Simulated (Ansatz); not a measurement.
## Quasiparticle gap of SnO2 (Cassiterite)

Wanted: the gap of SnO2 (Cassiterite) with a many-body correction, and the time that it takes.

Method: HSE06, then G0W0 on it, plane waves, PAW, in Ansatz 0.2.0.

**Experimental background.**

- Gap 3.6 eV: experimental gap quoted from earlier work; bulk crystal (quoted in “Study on the Photocatalytic Properties of Flower-Shaped SnO2”, 2022, pmc:9565917).

**1. The starting structure**

It takes space group P4_2/mnm (No. 136, tetragonal). The conventional cell has a = 4.738 Å, b = 4.738 Å, c = 3.187 Å, α = 90.00°, β = 90.00°, γ = 90.00°. Nearest to Sn lie 6 O at 2.05 to 2.06 Å. O has 3 Sn at 2.05 to 2.06 Å nearest. Farther neighbours and most contacts between anions are not listed.

The cell and positions come from the Crystallography Open Database and are kept as given unless a step says otherwise. The default PAW set here is soft_1. Its files were made with PBE.

**2. The starting point: HSE06**

HSE06 mixes in a quarter of exact exchange at short range.

This step: DFT, HSE06, plane waves, PAW.

File input.yaml:

```yaml
crystal:
  lattice:
    - [4.738, 0.0, 0.0]
    - [0.0, 4.738, 0.0]
    - [0.0, 0.0, 3.1865]
  atoms:
    - { symbol: Sn, position: [0.0, 0.0, 0.0] }
    - { symbol: Sn, position: [0.5, 0.5, 0.5] }
    - { symbol: O, position: [0.3071, 0.3071, 0.0] }
    - { symbol: O, position: [0.1929, 0.8071, 0.5] }
    - { symbol: O, position: [0.6929, 0.6929, 0.0] }
    - { symbol: O, position: [0.8071, 0.1929, 0.5] }
kpoints:
  mp_grid: { grid: [4, 4, 4] }
  band_path:
    path:
      - [0.0, 0.0, 0.0]
      - [0.0, 0.5, 0.0]
      - [0.5, 0.5, 0.0]
      - [0.0, 0.0, 0.5]
      - [0.0, 0.5, 0.5]
      - [0.5, 0.5, 0.5]
    npoints: 1
hamiltonian:
  xc: hse06
  pseudopotentials: { kind: paw, azcp: { folder: "./paw" } }
scf:
  occupations: { method: fixed }
  n_extra_bands: 6
output:
  eigenvalues: true
```

Launch:

```sh
> ansatz run input.yaml --threads 4 --pin off --max-ram 138240MiB --backend cuda --events-out ev --progress --plain --runs-dir out --devices 1 --max-vram 26GiB
```

Numbers of over 12 decimals in the logs are rounded to 6 here.

What it wrote:

```text
scf.n_extra_bands = 6 over 26 filled bands (N_el = 52.0): the run solves 32 bands
GPUs: using 1 of 1 available (devices: 1).
Engine: ansatz 0.2.0, x86_64-unknown-linux-gnu
Pseudopotentials: kind: paw
Pseudopotential: Sn, paw, valence charge 14, recommended cutoff 420 eV (normal), <dir>
Pseudopotential: O, paw, valence charge 6, recommended cutoff 420 eV (normal), <dir>
Functional definition: HSE06
  parameter a = 0.25
  parameter omega = 0.11/bohr
  exchange = pbe_x - a*pbe_x_sr(omega) + a*exact_x_sr(omega)
  correlation = pbe_c
davidson cushion auto → on  (no smearing: the cushion is to keep the highest requested band from converging to the state above it; pin scf.eigensolver.cushion to override)
device memory: the entry about to start is reckoned to put 0.8 GiB on a device that reports 50.6 GiB free (of which the cap on the GPU budget leaves the run 26.0 GiB)
GPU FFT provider: cuFFT
GPU libraries: cuBLAS 13.8.2, cuFFT 12.4.0, cuSOLVER 12.3.4
Crystal: 6 atoms, lattice volume = 71.533 Å³
Basis set: ecut = 420 eV, 1411 PW (Γ)
Bands: 32, of which v1, the nominal top of the filled ones, is band 26 counted from 1 (25 counted from 0)
Symmetry: 16 space group operations
Space group: P42/mnm (ITA 136), of the structure as read, at distance tolerance 4.2e-5 Å
k-points: 18 of 64
Non-local potential: Sn, projectors of the file, l = 0: 2, l = 1: 2, l = 2: 2, l = 3: 1
Non-local potential: O, projectors of the file, l = 0: 2, l = 1: 2, l = 2: 1
PAW form: soft (Blöchl's): semilocal exchange-correlation on the pseudo side does not see the compensation charge
PAW frozen core: Sn, regenerated for the run's functional, and the local potential with it (the file was generated under x = pbe(κ = 0.804, μ = 0.219515), c = pbe(β = 0.066725))
PAW frozen core: O, regenerated for the run's functional, and the local potential with it (the file was generated under x = pbe(κ = 0.804, μ = 0.219515), c = pbe(β = 0.066725))
PAW one-centre angular grid: Sn, 590 points (default); XC on 64 Gauss nodes
PAW one-centre angular grid: O, 110 points (default); XC on 96 Gauss nodes
Initial density: superposition of atomic densities (chi_scale 0.1, normalization cell, long waves kept (reshape's long-wave potential 0.00 eV rms))
Initial wavefunctions: pseudopotential atomic-orbital guess
GPU buffer pool allocated for 24576 grid points (all kernels)
GPU transforms: local potential and band sums: pruned to the plane-wave sphere, on 32×32×24
Functional: x = pbe(κ = 0.804, μ = 0.219515), c = pbe(β = 0.066725), warm-up for x = pbe(κ = 0.804, μ = 0.219515) + 0.25 (exact − pbe) at short range (hse, ω = 0.207870 Å⁻¹), c = pbe(β = 0.066725); HSE06 as pw.x's `hse` composes it (authors' and Libxc's form: `xc: wpbeh`)
SCF iter   1: F=—  HF=-14318.814725 eV  |F-HF|=—  |Δ(HF+E_count)|=         —  Δρ=8.21e-2  dr2=3.79e0  ethr=1.00e-1  ⟨swp⟩=4.1  Hψ=1776  notcnv=0
preconditioner: auto → none  [insulator: Δε(μ)=1.750 eV  Ē_g=20.213 eV  n_scr=18 (ndim 8)  ℏωp=31.7 eV  f_vac=0.000]
SCF iter   2: F=—  HF=-14318.090300 eV  |F-HF|=—  |Δ(HF+E_count)|=   7.24e-1  Δρ=4.28e-2  dr2=5.58e-1  ethr=7.29e-3  ⟨swp⟩=3.6  Hψ=1554  notcnv=0  defer=2
SCF iter   3: F=—  HF=-14318.019975 eV  |F-HF|=—  |Δ(HF+E_count)|=   7.03e-2  Δρ=1.44e-2  dr2=1.04e-1  ethr=1.07e-3  ⟨swp⟩=3.1  Hψ=1529  notcnv=0
SCF iter   4: F=—  HF=-14318.029803 eV  |F-HF|=—  |Δ(HF+E_count)|=   9.83e-3  Δρ=7.59e-3  dr2=2.44e-2  ethr=2.00e-4  ⟨swp⟩=2.8  Hψ=1319  notcnv=0
iter 5 solved again at ethr=2.12e-6 eV; its pass at ethr=4.69e-5 eV (dr2=1.10e-3 eV) is discarded
SCF iter   5: F=—  HF=-14318.030670 eV  |F-HF|=—  |Δ(HF+E_count)|=   8.68e-4  Δρ=1.57e-3  dr2=1.07e-3  ethr=2.12e-6  ⟨swp⟩=3.9  Hψ=2972  notcnv=0
SCF iter   6: F=-14318.030919 eV  HF=-14318.030926 eV  |F-HF|=7.47e-6  |Δ(HF+E_count)|=   2.56e-4  Δρ=2.50e-4  dr2=2.34e-5  ethr=2.06e-6  ⟨swp⟩=3.1  Hψ=1442  notcnv=0  defer=1
SCF 1 stopped early in 6 iterations: F = -14318.030919 eV  dr2 = 2.34e-5
  greatest PAW one-centre occupation: 0.996 electrons in one spin orbital (limit 2), on the Sn atom at site 1 (counted from 0), in its partial waves of l = 2
device memory: the entry about to start is reckoned to put 1.3 GiB (of the 1.4 GiB reckoned in all, the device holds 0.1 GiB already) on a device that reports 50.6 GiB free (of which the cap on the GPU budget leaves the run 25.9 GiB)
GPU FFT provider: cuFFT
GPU libraries: cuBLAS 13.8.2, cuFFT 12.4.0, cuSOLVER 12.3.4
Initial density: handed on by an earlier stage of this run
Initial wavefunctions: those handed on with the density
GPU buffer pool allocated for 24576 grid points (all kernels)
GPU transforms: local potential and band sums: pruned to the plane-wave sphere, on 32×32×24
Functional: x = pbe(κ = 0.804, μ = 0.219515) + 0.25 (exact − pbe) at short range (hse, ω = 0.207870 Å⁻¹), c = pbe(β = 0.066725); HSE06 as pw.x's `hse` composes it (authors' and Libxc's form: `xc: wpbeh`)
Exchange kernel: α = 0.2500, screened, ω = 0.2079 Å⁻¹, Wigner–Seitz truncation, v(0) = 1027.7282 eV·Å³, q-mesh 4×4×4, nearest image of the exchange supercell L = 12.75 Å, pair-density grid 30×30×20, without the augmentation charges, whose exchange is taken in its separable form by FFT convolution over the k-point mesh (sized by the pseudopotential files, 32×32×24 at the most), smooth part of the exact exchange by density-matrix convolution in up to 1.97 GiB of GPU memory as planned if the GPU has room (build and FFT work areas not counted)
Frozen-core exchange: fock
SCF iter   1: F=—  HF=-14325.688267 eV  |F-HF|=—  |Δ(HF+E_count)|=         —  Δρ=9.57e-3  dr2=4.47e-2  ethr=4.51e-7  ⟨swp⟩=8.3  Hψ=3332  notcnv=0
preconditioner: auto → none  [insulator: Δε(μ)=3.031 eV  Ē_g=22.468 eV  n_scr=18 (ndim 8)  ℏωp=31.7 eV  f_vac=0.027]
SCF iter   2: F=—  HF=-14325.673601 eV  |F-HF|=—  |Δ(HF+E_count)|=   1.47e-2  Δρ=2.55e-3  dr2=5.00e-3  ethr=4.51e-7  ⟨swp⟩=5.1  Hψ=2300  notcnv=0
SCF iter   3: F=—  HF=-14325.696314 eV  |F-HF|=—  |Δ(HF+E_count)|=   2.27e-2  Δρ=1.29e-3  dr2=9.50e-4  ethr=4.51e-7  ⟨swp⟩=5.3  Hψ=2473  notcnv=0  defer=2
SCF iter   4: F=—  HF=-14325.696012 eV  |F-HF|=—  |Δ(HF+E_count)|=   3.03e-4  Δρ=8.59e-5  dr2=3.31e-5  ethr=4.51e-7  ⟨swp⟩=3.1  Hψ=1768  notcnv=0
SCF iter   5: F=-14325.696245 eV  HF=-14325.696254 eV  |F-HF|=8.54e-6  |Δ(HF+E_count)|=   2.42e-4  Δρ=1.37e-4  dr2=1.24e-5  ethr=3.80e-9  ⟨swp⟩=6.4  Hψ=2544  notcnv=0  defer=7
SCF 2 stopped early in 5 iterations: F = -14325.696245 eV  dr2 = 1.24e-5
  greatest PAW one-centre occupation: 0.996 electrons in one spin orbital (limit 2), on the Sn atom at site 0 (counted from 0), in its partial waves of l = 2
hybrid outer 1: dexx = +2.499e-2 eV, tail = 1.26e-4 eV
GPU FFT provider: cuFFT
GPU libraries: cuBLAS 13.8.2, cuFFT 12.4.0, cuSOLVER 12.3.4
GPU buffer pool allocated for 24576 grid points (all kernels)
GPU transforms: local potential and band sums: pruned to the plane-wave sphere, on 32×32×24
Exchange kernel: α = 0.2500, screened, ω = 0.2079 Å⁻¹, Wigner–Seitz truncation, v(0) = 1027.7282 eV·Å³, q-mesh 4×4×4, nearest image of the exchange supercell L = 12.75 Å, pair-density grid 30×30×20, without the augmentation charges, whose exchange is taken in its separable form by FFT convolution over the k-point mesh (sized by the pseudopotential files, 32×32×24 at the most), smooth part of the exact exchange by density-matrix convolution in up to 1.97 GiB of GPU memory as planned if the GPU has room (build and FFT work areas not counted)
Frozen-core exchange: fock
SCF iter   1: F=—  HF=-14325.695403 eV  |F-HF|=—  |Δ(HF+E_count)|=         —  Δρ=5.24e-5  dr2=1.32e-6  ethr=1.21e-6  ⟨swp⟩=3.6  Hψ=1374  notcnv=0
preconditioner: auto → none  [insulator: Δε(μ)=3.041 eV  Ē_g=22.502 eV  n_scr=18 (ndim 8)  ℏωp=31.7 eV  f_vac=0.035]
SCF iter   2: F=—  HF=-14325.695407 eV  |F-HF|=—  |Δ(HF+E_count)|=   4.13e-6  Δρ=2.37e-5  dr2=2.89e-7  ethr=1.69e-9  ⟨swp⟩=5.3  Hψ=2378  notcnv=0  defer=4
iter 3 solved again at ethr=3.11e-11 eV; its pass at ethr=4.62e-10 eV (dr2=1.62e-8 eV) is discarded
SCF iter   3: F=-14325.695407 eV  HF=-14325.695407 eV  |F-HF|=1.99e-9  |Δ(HF+E_count)|=   3.24e-8  Δρ=8.67e-6  dr2=2.55e-8  ethr=3.11e-11  ⟨swp⟩=3.9  Hψ=2922  notcnv=0
SCF 3 converged in 3 iterations: F = -14325.695407 eV  dr2 = 2.55e-8
hybrid outer 2: dexx = +2.586e-6 eV, tail = 1.09e-7 eV, Δε = 4.46e-3 eV (about 1.81e-4 eV left of the loop's levels)
device memory: the entry about to start is reckoned to put 0.4 GiB on a device that reports 50.2 GiB free (of which the cap on the GPU budget leaves the run 26.0 GiB)
NSCF: frozen V_eff on 6 k-points
hybrid SCF converged: 2 outer / 8 inner (+6 warm-up), last move |dexx| = 2.59e-6 eV, tail = 1.09e-7 eV
Stability not checked: this state was not tested for a lower state beside it, because the functional holds exact exchange (a hybrid, or Hartree-Fock), whose exchange loop this test does not read (fock_operator; see scf.lower_state_search)
Free energy (F): -14325.695407 eV
Frozen-core exchange: fock
Harris-Foulkes:  -14325.695407 eV  (|F-HF|=1.99e-9)
Internal energy: -14325.695407 eV  (E = F + TS)
E sigma→0 (E₀):  -14325.695407 eV
Fermi energy:    8.223238 eV
--- Per-component energies (eV) ---
  E_band       = -217.288968
  E_kinetic    = 1023.424820
  E_local      = -3158.577976  (includes V_loc(G=0)·N_el)
  E_nonlocal   = 491.081904
  E_hartree    = 1447.588895
  E_xc         = -430.137566
  E_vxc        = -418.889028  (∫ρ·V_xc dr)
  E_exx        = -152.405163  (= α·E_x^exact, valence–valence)
  E_paw        = -9364.233593  (= ΣΔE_a)
  E_vpaw       = -744.697830  (= ΣTr[D̂ρ^β])
  E_aug_tail   = 0.003939  (compensation charges beyond the density's cutoff)
  E_ewald      = -4182.851779
  E_core_change = 0.411113  (= ΣΔE_core)
  E_smearing   = -0.000000  (= −TS)
  E_closure    = -0.000000  (closes the sum)
  Σ components = -14325.695407   (vs F -14325.695407, Δ=0.00e0)
--- Band table (eV; the first three rows and the last of 18) ---
  k-point 0: bands = [... 22 lower, 7.2037, 7.5129, 7.5129, 8.2232, 11.2634, 16.4246, 16.4726, 16.4726, ... 2 higher]
  k-point 1: bands = [... 22 lower, 5.8753, 7.4275, 7.4275, 7.6896, 13.9429, 17.3821, 18.7124, 18.7124, ... 2 higher]
  k-point 2: bands = [... 22 lower, 6.4624, 6.4624, 6.8751, 6.8751, 16.6159, 16.6159, 20.0697, 20.0697, ... 2 higher]
  k-point 17: bands = [... 22 lower, 7.2581, 7.2581, 7.3193, 7.3193, 15.1395, 15.1395, 19.0695, 19.0695, ... 2 higher]
```

Wall time 17 s (1 × NVIDIA H100 80GB HBM3 (shared by 3 runs) with 4 threads of AMD EPYC 7R13 (Zen 3), shared host); peak memory 1.3 GiB; 16 s of CPU time.

The column dr2 measures how far the density is from self-consistency, as an energy; F and HF (Harris–Foulkes) agree once it is small.

Numbers from this step:

```
gap                     : 3.040 eV
valence top at          : Γ
conduction bottom at    : Γ
least direct gap        : 3.040 eV
exact-exchange fraction : 0.25
```

Over mesh and listed points the gap is 3.040 eV, direct, at k = Γ.

[end of part 1 of 3]

[Paths, hosts, dates, memory and timing lines, banners, echoed tables and standing remarks are left out of the program output.]

[Logs are printed without paths, hosts, clocks, repeated set-up lines and the standing remarks that a program may print on its own settings, such as how far it seeks lower states.]

[Runs of the session that timed out or met a known fault of the program may be left out.]

[Cells called generated may have been cut or substituted from an entry of the Crystallography Open Database or the Materials Project.]

[Hosts, paths, dates, database ids (printed as entryN), source tags and the programs' standing remarks are cut or masked in the printed files.]

[Where an RPA ε∞ is given, it is that of the G0W0 mesh and is not shown converged in it. Names of k-points follow the symmetry that the program found, which can be lower than the space group named. Band edges on a path are those of the sampled points; other points can move an edge, and change direct to indirect where valleys lie close.]

[Hybrid gaps are those of their k-mesh and are not shown converged in it.]
